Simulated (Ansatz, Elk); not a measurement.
## Bonding as seen by X-rays: LuBeB

Structure refinements treat a crystal as free atoms side by side. For a made-up structure of LuBeB (cell and positions from a PBE relaxation) the runs below show what the calculated density changes in F(hkl).

Method: DFT, PBE, all-electron APW+lo, Dirac cores, scalar-relativistic bands, static density, no spin, in Elk 11.2.3 (patched build).

This account leaves out most program logs.

The structure was built from a prototype and need not be the compound's stable phase.

### Step 1. The structure

The structure is tetragonal, space group P4/mmm (No. 123). Conventional cell: a = 3.560 Å, b = 3.560 Å, c = 3.624 Å, α = 90.00°, β = 90.00°, γ = 90.00°. Nearest to Lu lie 4 B at 2.52 Å. Nearest to B lie 2 Be at 1.81 Å and 4 Lu at 2.52 Å. Be has 2 B at 1.81 Å nearest. Farther neighbours are not listed.

### Step 2. Ground state and structure factors

An all-electron density is needed, since X-rays see the cores too. Task 0 finds the density and task 195 Fourier-transforms it; tshift is off so that phases refer to the origin typed.

The input, elk.in:

```
tasks
  0
  195

xctype
  20

spinpol
  .false.

rgkmax
  7.0

gmaxvr
  14.0

lmaxo
  7

lmaxapw
  8

swidth
  0.002

tshift
  .false.

ramdisk
  .false.

hmaxvr
  5.5

maxscl
  120

epspot
  1e-06

sppath
  './'

avec
  6.72835543163 -0.00000000000 0.00000000000
  -0.00000000000 6.72835543163 -0.00000000000
  0.00000000000 -0.00000000000 6.84787758119

atoms
  3
  'Lu.in'
  1
  0.0000000000 -0.0000000000 -0.0000000000   0.000000 0.000000 0.000000
  'B.in'
  1
  0.5000000000 0.5000000000 0.0000000000   0.000000 0.000000 0.000000
  'Be.in'
  1
  0.5000000000 0.5000000000 0.5000000000   0.000000 0.000000 0.000000

ngridk
  6 6 6
```

Run with:

```console
> OMP_NUM_THREADS=4 elk
```

The job ended after 19 s (4 threads of Arm Neoverse V1, shared host; peak memory 0.18 GiB; 51 s of CPU time).

SFACRHO.OUT:

```text

h k l indices transformed by vhmat matrix:
   1.000000000       0.000000000       0.000000000    
   0.000000000       1.000000000       0.000000000    
   0.000000000       0.000000000       1.000000000    

      h      k      l  multipl.   |H|            Re(F)            Im(F)           |F|

      0      0      0      1   0.0000000       79.999999     -0.20785206E-16   79.999999    
      0      0      1      2  0.91753762       65.470304     -0.57771687E-15   65.470304    
      1      0      0      4  0.93383671       57.431131      0.48933307E-15   57.431131    
      0     -1     -1      8   1.3091701       59.462350      0.20925113E-15   59.462350    
      1     -1      0      4   1.3206445       65.080127     -0.44797896E-15   65.080127    
     -1     -1      1      8   1.6080974       57.666653     -0.44227723E-15   57.666653    
      0      0     -2      2   1.8350752       58.478267     -0.98151502E-15   58.478267    
      2      0      0      4   1.8676734       58.299639     -0.96085569E-15   58.299639    
      0      1      2      8   2.0590173       49.112584      0.90604555E-15   49.112584    
     -2      0     -1      8   2.0808843       52.500417     -0.17013484E-15   52.500417    
     -2     -1      0      8   2.0881224       48.600887     -0.13722574E-14   48.600887    
      1      1     -2      8   2.2608855       53.890520     -0.15280040E-14   53.890520    
      1     -2     -1     16   2.2808179       50.160165      0.21315791E-15   50.160165    
      0      2     -2      8   2.6183402       50.324650     -0.14217249E-14   50.324650    
     -2     -2      0      4   2.6412891       50.267668      0.16344820E-14   50.267668    
      0      0     -3      2   2.7526129       46.134393      0.20824717E-14   46.134393    
      2     -1      2     16   2.7798842       42.607586      0.78604903E-15   42.607586    
     -2      2      1      8   2.7961193       45.767736     -0.12433893E-15   45.767736
```

Elk indexes on the primitive cell of elk.in and gives |H| = 4π sin θ/λ in inverse bohr. Below, one row stands for each form hkl of the conventional cell (m members, Friedel mates merged), F is for one primitive cell and the density is static (no thermal factor). Free-atom factors are Waasmaier and Kirfel's, and R is Σm||F|−|F'||/Σm|F|.

```tsv
hkl	m	sin θ/λ (Å⁻¹)	abs F, DFT	neutral atoms	diff.
001	2	0.138	65.470	65.151	+0.319
100	4	0.140	57.431	58.075	-0.644
101	8	0.197	59.462	59.660	-0.197
110	4	0.199	65.080	64.979	+0.101
111	8	0.242	57.667	57.740	-0.073
002	2	0.276	58.478	58.791	-0.313
200	4	0.281	58.300	58.418	-0.118
102	8	0.310	49.113	49.048	+0.064
201	8	0.313	52.500	52.695	-0.195
210	8	0.314	48.601	48.781	-0.180
112	8	0.340	53.891	54.092	-0.201
211	16	0.343	50.160	50.245	-0.085
202	8	0.394	50.325	50.483	-0.159
220	4	0.397	50.268	50.263	+0.005
003	2	0.414	46.134	46.214	-0.079
212	16	0.418	42.608	42.680	-0.072
221	8	0.420	45.768	45.832	-0.064
300	4	0.421	42.343	42.502	-0.159
```

### Step 3. The highest occupied states alone

An energy window below the Fermi level keeps the highest occupied states, to see at which angles they scatter; shallow core shells can lie inside it and anion s states outside. No new self-consistency is needed.

elk.in: that of step 2 with these lines changed.

```diff
@@ -1,3 +1,2 @@
 tasks
-  0
   195
@@ -40,2 +39,5 @@
 
+wsfac
+  -0.139630 0.527860
+
 sppath
```

Run with:

```console
> OMP_NUM_THREADS=4 elk
```

Elapsed: 5.2 s, on 4 threads; peak memory 0.18 GiB; 7.7 s of CPU time.

States within 10 eV below the Fermi level hold 22.00 electrons; any levels below the window count with the cores. Their amplitudes can exceed the total, where window and core parts have opposite phase:

```tsv
hkl	sin θ/λ (Å⁻¹)	abs F, window	abs F, all
001	0.138	14.405	65.470
100	0.140	10.373	57.431
101	0.197	10.979	59.462
110	0.199	12.822	65.080
111	0.242	11.129	57.667
002	0.276	10.021	58.478
200	0.281	10.050	58.300
102	0.310	9.292	49.113
201	0.313	9.186	52.500
210	0.314	8.922	48.601
```

### Step 4. Another functional

The difference from free atoms is small, so it is set against the change that LDA (Perdew-Wang) makes.

elk.in: that of step 3 with these lines changed.

```diff
@@ -1,2 +1,3 @@
 tasks
+  0
   195
@@ -4,3 +5,3 @@
 xctype
-  20
+  3
 
@@ -39,5 +40,2 @@
 
-wsfac
-  -0.139630 0.527860
-
 sppath
```

Run with:

```console
> OMP_NUM_THREADS=4 elk
```

Wall time 10 s (4 threads); peak memory 0.18 GiB.

Against the first run R = 0.03 %; the largest change is +0.032 at 100.

### Step 5. Basis size

The basis and the expansions that go with it are enlarged, to see whether the differences are converged.

elk.in: that of step 4 with these lines changed.

```diff
@@ -5,3 +5,3 @@
 xctype
-  3
+  20
 
@@ -11,12 +11,12 @@
 rgkmax
-  7.0
+  8.5
 
 gmaxvr
-  14.0
+  18.0
 
 lmaxo
-  7
+  9
 
 lmaxapw
-  8
+  10
```

Run with:

```console
> OMP_NUM_THREADS=4 elk
```

Elapsed: 41 s, on 4 threads; peak memory 0.22 GiB; 2 min of CPU time.

Against the first run R = 0.00 %; the largest change is -0.003 at 402.

### Step 6. Basis size

A smaller basis shows how fast F responds to it; the change is likely larger than the basis error of the first run, but doesn't show convergence.

elk.in: that of step 5 with these lines changed.

```diff
@@ -11,12 +11,12 @@
 rgkmax
-  8.5
+  5.5
 
 gmaxvr
-  18.0
+  14.0
 
 lmaxo
-  9
+  7
 
 lmaxapw
-  10
+  8
```

Run with:

```console
> OMP_NUM_THREADS=4 elk
```

Wall time 17 s (4 threads); peak memory 0.18 GiB; 45 s of CPU time.

Against the first run R = 0.01 %; the largest change is +0.020 at 102.

### Step 7. Settings against the effect

```tsv
run	R against the first run (%)	R against neutral atoms, low angle (%)	wall time
PBE, rgkmax 7	0.00	0.36	19 s
LDA (Perdew-Wang)	0.03	0.37	10 s
rgkmax 8.5 with larger expansions	0.00	0.36	41 s
rgkmax 5.5	0.01	0.36	17 s
```

### Step 8. What came out

| Property | Result |
| --- | --- |
| R against neutral atoms, sin θ/λ < 0.3 Å⁻¹ | 0.36 % |
| R against neutral atoms, 0.3 to 0.82 Å⁻¹ | 0.20 % |

In words: Independent neutral atoms miss the calculated amplitudes by R = 0.36 % below 0.3 Å⁻¹ and 0.20 % from there to 0.82 Å⁻¹; by shells, 0.89 % below 0.15 Å⁻¹ (2 forms), 0.24 % 0.15 to 0.3 (5 forms), 0.23 % 0.3 to 0.45 (14 forms), 0.20 % above 0.45 (67 forms). Bonding, aspherical density and the tables' own atoms all enter these figures, and the runs don't part them. The largest change of an amplitude is -0.64 electrons, at 100. The window's part falls from 22.0 electrons at the origin to at most 6.02 between 0.45 and 0.82 Å⁻¹, where compact states inside the window still scatter. Below 0.3 Å⁻¹ the changes that finished (LDA (Perdew-Wang), rgkmax 8.5 with larger expansions and rgkmax 5.5) move F by R = 0.02 % at most, against the 0.36 % that separates it from free atoms. The k-mesh has no finished test. Spin-orbit coupling is left out, which can matter for elements this heavy. Part of the difference isn't bonding: the tables are fits to free atoms and ions calculated by other methods than this functional. Thermal motion, anomalous dispersion and extinction are left out.

[Logs are printed without paths, hosts, clocks, repeated set-up lines and the standing remarks that a program may print on its own settings, such as how far it seeks lower states.]

[Hosts, paths, dates, database ids (printed as entryN), source tags and the programs' standing remarks are cut or masked in the printed files.]
